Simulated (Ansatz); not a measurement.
# Decaying states in the gap of IF, part 2 of 2

A new crystal, IF: structure, gap and complex bands. It is built by putting I for part of the F in the F structure of space group C2/c, with the volume rescaled by atomic radii. The parent structure comes from the Materials Project.

Ansatz 0.2.0; PBEsol DFT, plane waves, PAW files (the session's first sound run).

So far, gap on path (eV): step 3 (the bulk crystal and its band edges) 0.638.

The structure was built from a prototype and need not be the compound's stable phase.

## Step 6: Band edges at another level

This step: LDA DFT, plane waves, PAW files (Ansatz 0.2.0).

The edges again with LDA, at the same atoms.

File input.yaml:

```yaml
crystal:
  lattice:
    - [4.0951376144, -1.9695554164, -0.6830519256]
    - [4.0951376144, 1.9695554164, -0.6830519256]
    - [-2.6633956578, 0.0, 7.1789611191]
  atoms:
    - { symbol: I, position: [0.7498942493, 0.7501501261, 0.625030646] }
    - { symbol: F, position: [0.0011142385, 0.498841386, 0.874969354] }
    - { symbol: F, position: [0.498841386, 0.0011142385, 0.374969354] }
    - { symbol: I, position: [0.7501501261, 0.7498942493, 0.125030646] }
kpoints:
  mp_grid: { grid: [6, 6, 4] }
  band_path: { path: [VBM, CBM], npoints: 30 }
scf:
  occupations: { method: fixed }
hamiltonian:
  xc: lda
output:
  eigenvalues: true
```

The run is started by

```bash
$ ansatz run input.yaml --threads 2 --pin off --max-ram 4096MiB --backend cpu --events-out ev --progress --plain --runs-dir out
```

Run time: 19 s. Hardware: 2 threads of Intel Xeon Platinum 8488C (Sapphire Rapids), shared host; peak memory 0.43 GiB; 38 s of CPU time.

Numbers from this step:

```
free energy         : -16296.3167 eV
Fermi energy        : 3.697 eV
gap on the k-mesh   : 0.5777 eV
gap on path         : 0.5636 eV, by band count; negative where bands overlap
direct gap on path  : 0.8919 eV
edge places on path : 0, 0.4774 1/A along the path
```

The electronic bands at the labelled points (eV, zero at the Fermi level (highest filled level under fixed occupations); v1 is the highest filled band, c1 the lowest empty one):

```csv
point,v4,v3,v2,v1,c1,c2,c3,c4
VBM,-1.62,-0.52,-0.16,0.00,0.93,3.55,5.39,6.51
halfway,-1.35,-0.78,-0.45,-0.18,0.72,3.48,6.32,7.23
CBM,-1.21,-1.04,-0.65,-0.57,0.56,3.34,7.14,7.60
```

The searched edges give 0.564 eV, against 0.578 eV on the mesh.

## Step 7: Complex bands at another level

This step: LDA DFT, plane waves, PAW files; complex bands by layer matching along the plane's normal (Ansatz 0.2.0).

The complex bands at that level, over its own gap, at (0, 0) and (0.1875, 0.375).

File input.yaml:

```yaml
crystal:
  lattice:
    - [4.595199729, 0.0, 0.0]
    - [2.906851554, 3.558942904, 0.0]
    - [-3.440671981, -1.632240926, 6.642945511]
  atoms:
    - { symbol: I, position: [0.7498942493, 0.7501501261, 0.625030646] }
    - { symbol: F, position: [0.0011142385, 0.498841386, 0.874969354] }
    - { symbol: F, position: [0.498841386, 0.0011142385, 0.374969354] }
    - { symbol: I, position: [0.7501501261, 0.7498942493, 0.125030646] }
kpoints:
  mp_grid: { grid: [8, 8, 4] }
scf:
  occupations: { method: fixed }
hamiltonian:
  xc: lda
output:
  eigenvalues: true
  transmission:
    leads: [[0, 0]]
    kpoints: [[0.0, 0.0], [0.1875, 0.375]]
    e_range: [-1.0, 1.56]
    de: 0.05
```

Run time: 14 s. Hardware: 2 threads; peak memory 0.52 GiB.

Numbers from this step:

```
free energy                                               : -16296.3170 eV
gap on the k-mesh                                         : 0.6130 eV
level to which the leads are filled                       : 0.3065 eV from the Fermi level
decay constant at the filling level, zone centre          : 0.2414 Å⁻¹
decay constant at the filling level, slowest listed point : 0.1542 Å⁻¹
```

K parallel (0, 0); values up to 1.5 1/Å, a degenerate pair printed once or twice; energies at which all values exceed this have no row. Im kz of the slowest decaying states against energy, zero at the highest filled level on the SCF mesh:

```csv
energy (eV),decay 1 (Å⁻¹),decay 2 (Å⁻¹),decay 3 (Å⁻¹),decay 4 (Å⁻¹)
-1.00,0.386,0.781,1.31,1.42
-0.85,0.377,0.599,0.879,1.31
-0.75,0.369,0.501,0.907,1.31
-0.60,0.316,0.368,0.932,1.30
-0.50,0.100,0.354,0.943,1.30
-0.35,0.340,0.955,1.29,1.37
-0.25,0.330,0.961,1.29,1.36
-0.10,0.313,0.967,1.29,1.35
0.00,0.00572,0.138,0.301,0.969
0.15,0.188,0.280,0.297,0.972
0.30,0.241,0.256,0.389,0.972
0.40,0.238,0.268,0.433,0.972
0.55,0.205,0.301,0.484,0.970
0.65,0.178,0.319,0.512,0.969
0.80,0.123,0.342,0.547,0.965
0.90,0.0596,0.355,0.567,0.962
1.05,0.373,0.593,0.958,1.24
1.15,0.383,0.608,0.954,1.24
1.30,0.395,0.628,0.948,1.23
1.40,0.403,0.640,0.943,1.23
1.55,0.412,0.656,0.936,1.22
```

K parallel (0, 0). The Re kz of states that move upwards by energy, zero at the highest filled level on the SCF mesh:

| energy (eV) | channel 1 (Å⁻¹) | channel 2 (Å⁻¹) |
| --- | --- | --- |
| -1.00 | 0.442 | - |
| -0.90 | -0.464 | - |
| -0.80 | -0.426 | - |
| -0.75 | -0.406 | - |
| -0.65 | -0.367 | - |
| -0.55 | -0.327 | - |
| -0.45 | -0.285 | 0.195 |
| -0.40 | -0.263 | 0.297 |
| -0.30 | -0.215 | 0.442 |
| -0.20 | -0.378 | -0.158 |
| -0.10 | -0.247 | -0.0676 |
| -0.05 | -0.165 | - |
| 0.00 | - | - |
| 0.05 | - | - |
| 0.15 | - | - |
| 0.25 | - | - |
| 0.30 | - | - |
| 0.40 | - | - |
| 0.50 | - | - |
| 0.60 | - | - |
| 0.65 | - | - |
| 0.75 | - | - |
| 0.85 | - | - |
| 0.95 | 0.0495 | - |
| 1.00 | 0.0927 | - |
| 1.10 | 0.146 | - |
| 1.20 | 0.186 | - |
| 1.30 | 0.221 | - |
| 1.35 | 0.236 | - |
| 1.45 | 0.266 | - |
| 1.55 | 0.294 | - |

K parallel (0.1875, 0.375); values up to 1.5 1/Å, a degenerate pair printed once or twice; energies at which all values exceed this have no row. Table of Im kz of the slowest decaying states by energy, zero at the highest filled level on the SCF mesh:

```
energy (eV)  decay 1 (Å⁻¹)  decay 2 (Å⁻¹)  decay 3 (Å⁻¹)  decay 4 (Å⁻¹)
     -1.000          0.152          0.372           1.08           1.27
     -0.800          0.197          0.349           1.11           1.28
     -0.600         0.0838          0.306           1.13           1.29
     -0.400          0.145          0.214          0.417           1.13
     -0.200          0.225          0.300          0.486           1.13
      0.000          0.209          0.381          0.531           1.11
      0.200          0.177          0.437          0.563           1.10
      0.400          0.124          0.478          0.586           1.08
      0.600          0.511          0.604           1.07           1.32
      0.800          0.538          0.617           1.06           1.31
      1.000          0.560          0.627           1.04           1.30
      1.200          0.578          0.635           1.03           1.29
      1.400          0.593          0.640           1.01           1.28
```

K parallel (0.1875, 0.375). The Re kz of states that move upwards by energy, zero at the highest filled level on the SCF mesh:

```
energy (eV)  channel 1 (Å⁻¹)  channel 2 (Å⁻¹)
      -1.00            0.282                -
      -0.95            0.340                -
      -0.85                -                -
      -0.80            0.465                -
      -0.70           -0.356          -0.0981
      -0.65           0.0388                -
      -0.60            0.137                -
      -0.50           -0.244                -
      -0.45                -                -
      -0.40                -                -
      -0.30                -                -
      -0.25                -                -
      -0.15                -                -
      -0.10                -                -
      -0.05                -                -
       0.00                -                -
       0.05                -                -
       0.10                -                -
       0.15                -                -
       0.25                -                -
       0.30                -                -
       0.40                -                -
       0.45                -                -
       0.50                -                -
       0.60            0.282                -
       0.65            0.316                -
       0.70            0.342                -
       0.80            0.383                -
       0.85            0.401                -
       0.95            0.434                -
       1.00            0.449                -
       1.05            0.464                -
       1.15           -0.454                -
       1.20           -0.440                -
       1.25           -0.427                -
       1.35           -0.401                -
       1.40           -0.389                -
       1.50           -0.364                -
       1.55           -0.352                -
```

At the listed wavevectors the last open channel is at -0.05 eV and the next at +0.60 eV on the grid. At +0.30 eV, the grid energy nearest the filling level (the middle of the gap on the SCF mesh), the slowest state at the listed wavevectors decays with κ = 0.154 Å⁻¹, its amplitude falling by e over 6.5 Å; the first such run, plane (001), gave 0.161 Å⁻¹ over as many of its listed wavevectors.

## Step 8: A check of the settings

This step: PBEsol DFT, plane waves, PAW files; complex bands by layer matching along the plane's normal; changed: scf.lower_state_search = "standard", crystal.symmetry = {"detect": false} (Ansatz 0.2.0).

This run repeats an earlier one, its twin (the complex run, plane (001)), with two settings changed (crystal.symmetry.detect, scf.lower_state_search; files written aside). It is meant to test whether the numerical route changes the result or only the time and how the run responds. Where the input is shown as a difference, that is against the step before, not the twin.

Changes to input.yaml since step 7:

```diff
@@ -10,2 +10,3 @@
     - { symbol: I, position: [0.7501501261, 0.7498942493, 0.125030646] }
+  symmetry: { detect: false }
 kpoints:
@@ -14,4 +15,5 @@
   occupations: { method: fixed }
+  lower_state_search: standard
 hamiltonian:
-  xc: lda
+  xc: pbesol
 output:
@@ -20,4 +22,4 @@
     leads: [[0, 0]]
-    kpoints: [[0.0, 0.0], [0.1875, 0.375]]
-    e_range: [-1.0, 1.56]
+    kpoints: [[0.0, 0.0], [0.1901, 0.375], [0.0521, 0.0521]]
+    e_range: [-1.0, 1.64]
     de: 0.05
```

Run time: 22 s. Hardware: 2 threads; peak memory 0.6 GiB.

Numbers from this step:

```yaml
free_energy: -16462.6517 eV
fermi_energy: 3.885 eV
gap_on_the_k_mesh: 0.6855 eV
level_to_which_the_leads_are_filled: 0.3428 eV from the Fermi level
decay_constant_at_the_filling_level_zone_centre: 0.2563 Å⁻¹
decay_constant_at_the_filling_level_slowest_listed_point: 0.1607 Å⁻¹
```

K parallel (0, 0); values up to 1.5 1/Å, a degenerate pair printed once or twice; energies at which all values exceed this have no row. Im kz of the slowest decaying states against energy, zero at the highest filled level on the SCF mesh:

```
energy (eV)  decay 1 (Å⁻¹)  decay 2 (Å⁻¹)  decay 3 (Å⁻¹)  decay 4 (Å⁻¹)
      -1.00          0.386          0.790           1.32           1.43
      -0.85          0.377          0.626          0.871           1.32
      -0.75          0.369          0.525          0.904           1.32
      -0.60          0.333          0.379          0.933           1.31
      -0.50          0.155          0.358          0.945           1.31
      -0.35          0.343          0.959           1.30           1.38
      -0.20          0.328          0.968           1.30           1.37
      -0.10          0.318          0.972           1.30           1.36
       0.00        0.00504          0.140          0.306          0.975
       0.05          0.130          0.203          0.300          0.976
       0.15          0.191          0.287          0.301          0.978
       0.30          0.245          0.265          0.394          0.979
       0.45          0.238          0.285          0.457          0.979
       0.55          0.218          0.306          0.490          0.978
       0.70          0.180          0.333          0.530          0.976
       0.80          0.148          0.348          0.553          0.974
       0.95         0.0704          0.368          0.582          0.970
       1.10          0.385          0.606          0.965           1.25
       1.20          0.394          0.620          0.962           1.25
       1.35          0.407          0.640          0.956           1.24
       1.45          0.414          0.651          0.951           1.24
       1.60          0.423          0.666          0.944           1.23
```

K parallel (0, 0). The Re kz of states that move upwards by energy, zero at the highest filled level on the SCF mesh:

| energy (eV) | channel 1 (Å⁻¹) | channel 2 (Å⁻¹) |
| --- | --- | --- |
| -1.00 | 0.434 | - |
| -0.90 | -0.471 | - |
| -0.80 | -0.432 | - |
| -0.75 | -0.412 | - |
| -0.65 | -0.372 | - |
| -0.55 | -0.331 | - |
| -0.45 | -0.289 | 0.157 |
| -0.35 | -0.243 | 0.359 |
| -0.30 | -0.218 | 0.430 |
| -0.20 | -0.386 | -0.160 |
| -0.10 | -0.252 | -0.0678 |
| 0.00 | - | - |
| 0.10 | - | - |
| 0.15 | - | - |
| 0.25 | - | - |
| 0.35 | - | - |
| 0.45 | - | - |
| 0.50 | - | - |
| 0.60 | - | - |
| 0.70 | - | - |
| 0.80 | - | - |
| 0.90 | - | - |
| 0.95 | - | - |
| 1.05 | 0.0832 | - |
| 1.15 | 0.139 | - |
| 1.25 | 0.180 | - |
| 1.35 | 0.214 | - |
| 1.40 | 0.230 | - |
| 1.50 | 0.260 | - |
| 1.60 | 0.288 | - |

K parallel (0.1901, 0.375); values up to 1.5 1/Å, a degenerate pair printed once or twice; energies at which all values exceed this have no row. Im kz of the slowest decaying states against energy, zero at the highest filled level on the SCF mesh:

| energy (eV) | decay 1 (Å⁻¹) | decay 2 (Å⁻¹) | decay 3 (Å⁻¹) | decay 4 (Å⁻¹) |
| --- | --- | --- | --- | --- |
| -1.00 | 0.0569 | 0.379 | 1.08 | 1.29 |
| -0.90 | 0.210 | 0.368 | 1.09 | 1.29 |
| -0.80 | 0.205 | 0.356 | 1.11 | 1.29 |
| -0.70 | 0.0980 | 0.340 | 1.12 | 1.30 |
| -0.60 | 0.102 | 0.315 | 1.13 | 1.30 |
| -0.50 | 0.170 | 0.351 | 1.13 | 1.30 |
| -0.40 | 0.136 | 0.216 | 0.411 | 1.14 |
| -0.25 | 0.232 | 0.270 | 0.469 | 1.14 |
| -0.15 | 0.231 | 0.323 | 0.498 | 1.13 |
| -0.05 | 0.224 | 0.364 | 0.521 | 1.13 |
| 0.00 | 0.220 | 0.382 | 0.531 | 1.12 |
| 0.05 | 0.214 | 0.398 | 0.540 | 1.12 |
| 0.15 | 0.200 | 0.426 | 0.557 | 1.11 |
| 0.25 | 0.183 | 0.450 | 0.571 | 1.11 |
| 0.35 | 0.161 | 0.471 | 0.583 | 1.10 |
| 0.45 | 0.132 | 0.490 | 0.594 | 1.09 |
| 0.55 | 0.0920 | 0.507 | 0.603 | 1.08 |
| 0.65 | 0.521 | 0.611 | 1.08 | 1.32 |
| 0.75 | 0.535 | 0.618 | 1.07 | 1.32 |
| 0.85 | 0.547 | 0.624 | 1.06 | 1.31 |
| 1.00 | 0.563 | 0.632 | 1.05 | 1.31 |
| 1.10 | 0.573 | 0.636 | 1.05 | 1.30 |
| 1.20 | 0.582 | 0.639 | 1.04 | 1.30 |
| 1.30 | 0.590 | 0.642 | 1.03 | 1.29 |
| 1.40 | 0.597 | 0.645 | 1.03 | 1.28 |
| 1.50 | 0.604 | 0.647 | 1.02 | 1.28 |
| 1.60 | 0.610 | 0.648 | 1.01 | 1.27 |

K parallel (0.1901, 0.375). The Re kz of states that move upwards, channel 1 by energy, zero at the highest filled level on the SCF mesh:

```
energy (eV)  Re kz of states that move upwards, channel 1 (Å⁻¹)
      -1.00                                               0.258
      -0.95                                               0.325
      -0.85                                                   -
      -0.80                                               0.451
      -0.70                                              -0.384
      -0.65                                             0.00564
      -0.60                                               0.106
      -0.50                                              -0.256
      -0.45                                              -0.144
      -0.35                                                   -
      -0.30                                                   -
      -0.25                                                   -
      -0.15                                                   -
      -0.10                                                   -
       0.00                                                   -
       0.05                                                   -
       0.10                                                   -
       0.20                                                   -
       0.25                                                   -
       0.35                                                   -
       0.40                                                   -
       0.50                                                   -
       0.55                                                   -
       0.60                                                   -
       0.70                                               0.302
       0.75                                               0.331
       0.85                                               0.375
       0.90                                               0.394
       0.95                                               0.411
       1.05                                               0.443
       1.10                                               0.458
       1.20                                              -0.460
       1.25                                              -0.446
       1.30                                              -0.433
       1.40                                              -0.407
       1.45                                              -0.395
       1.55                                              -0.370
       1.60                                              -0.358
```

K parallel (0.0521, 0.0521); values up to 1.5 1/Å, a degenerate pair printed once or twice; energies at which all values exceed this have no row. Table of Im kz of the slowest decaying states by energy, zero at the highest filled level on the SCF mesh:

```
energy (eV)  decay 1 (Å⁻¹)  decay 2 (Å⁻¹)  decay 3 (Å⁻¹)  decay 4 (Å⁻¹)
      -1.00          0.385          0.630          0.942           1.31
      -0.85          0.375          0.537          0.950           1.31
      -0.75          0.368          0.458          0.958           1.31
      -0.60          0.288          0.360          0.969           1.31
      -0.50          0.353          0.975           1.30           1.32
      -0.35          0.340          0.982           1.30           1.31
      -0.20          0.326          0.988           1.29           1.31
      -0.10         0.0323          0.315          0.990           1.29
       0.00          0.149          0.303          0.992           1.29
       0.05          0.168          0.176          0.297          0.992
       0.15          0.209          0.284          0.290          0.993
       0.30          0.259          0.261          0.385          0.993
       0.45          0.235          0.297          0.448          0.991
       0.55          0.214          0.318          0.481           0.99
       0.70          0.175          0.345          0.521          0.987
       0.80          0.142          0.360          0.543          0.984
       0.95         0.0573          0.380          0.572          0.980
       1.10          0.396          0.596          0.975           1.25
       1.20          0.406          0.610          0.971           1.24
       1.35          0.419          0.629          0.965           1.24
       1.45          0.426          0.640          0.960           1.23
       1.60          0.436          0.655          0.953           1.23
```

K parallel (0.0521, 0.0521). Table of Re kz of states that move upwards by energy, zero at the highest filled level on the SCF mesh:

```csv
energy (eV),channel 1 (Å⁻¹),channel 2 (Å⁻¹)
-1.00,0.415,-
-0.90,0.455,-
-0.80,-0.451,-
-0.75,-0.431,-
-0.65,-0.391,-
-0.55,-0.351,-
-0.45,-0.308,0.350
-0.35,-0.439,-0.261
-0.30,-0.376,-0.236
-0.20,-0.258,-0.175
-0.10,-0.137,-
0.00,0.0796,-
0.10,-,-
0.15,-,-
0.25,-,-
0.35,-,-
0.45,-,-
0.50,-,-
0.60,-,-
0.70,-,-
0.80,-,-
0.90,-,-
0.95,-,-
1.05,0.143,-
1.15,0.195,-
1.25,0.235,-
1.35,0.269,-
1.40,0.284,-
1.50,0.314,-
1.60,0.341,-
```

The least decay constant is 0.161 Å⁻¹ against 0.161 Å⁻¹ in the twin: no change within 1 %, at 1.3 times the CPU time.

## Step 9: A check of the settings

In this try the input is made faulty on purpose, to show what that does.

This step: PBEsol DFT, plane waves, PAW files; complex bands by layer matching along the plane's normal; changed: scf.max_iter = 3 (Ansatz 0.2.0).

Changes to input.yaml since step 8:

```diff
@@ -10,3 +10,2 @@
     - { symbol: I, position: [0.7501501261, 0.7498942493, 0.125030646] }
-  symmetry: { detect: false }
 kpoints:
@@ -15,3 +14,3 @@
   occupations: { method: fixed }
-  lower_state_search: standard
+  max_iter: 3
 hamiltonian:
```

Elapsed: 6.8 s, on 2 threads; peak memory 0.47 GiB.

The program's message: “Error: did not converge after 3 iterations: dr2 = 2.52e-3 (threshold 1.00e-7), under the density mixer `msr1`, which `scf.mixing.algorithm: auto` chose by the deck's other keys (type `scf.mixing.algor …”

The fault put into the input: too few SCF iterations (scf.max_iter = 3).

## Step 10: Summary of results

| Item | Value |
| --- | --- |
| band gap | 0.638 eV |
| least decay constant at mid-gap, normal to (001) | 0.161 Å⁻¹ |
| least decay constant on a mesh, normal to (001) | 0.168 Å⁻¹ |
| least decay constant, LDA | 0.154 Å⁻¹ |

What this shows: With PBEsol, the slowest decay at the wavevectors tried is κ = 0.161 Å⁻¹, normal to (001). Through such a film the transmission near mid-gap falls as exp(−2κd), a factor of ten every 7.2 Å. A free electron under a barrier of half the gap would need a mass of 0.31 mₑ to decay at this rate. The slowest decay isn't at the zone centre. With LDA the gap goes from 0.638 to 0.564 eV and the decay constant, over the first 2 listed wavevectors (which shift with the band edges), from 0.161 to 0.154 Å⁻¹. The compound is made up by substitution; its stability against other phases and against distortions of the cell's symmetry was not tested. A semilocal functional narrows gaps, while spin-orbit coupling, left out here, narrows them in compounds of heavy elements, so the error in κ can go either way.

[Logs are printed without paths, hosts, clocks, repeated set-up lines and the standing remarks that a program may print on its own settings, such as how far it seeks lower states.]

[Hosts, paths, dates, database ids (printed as entryN), source tags and the programs' standing remarks are cut or masked in the printed files.]
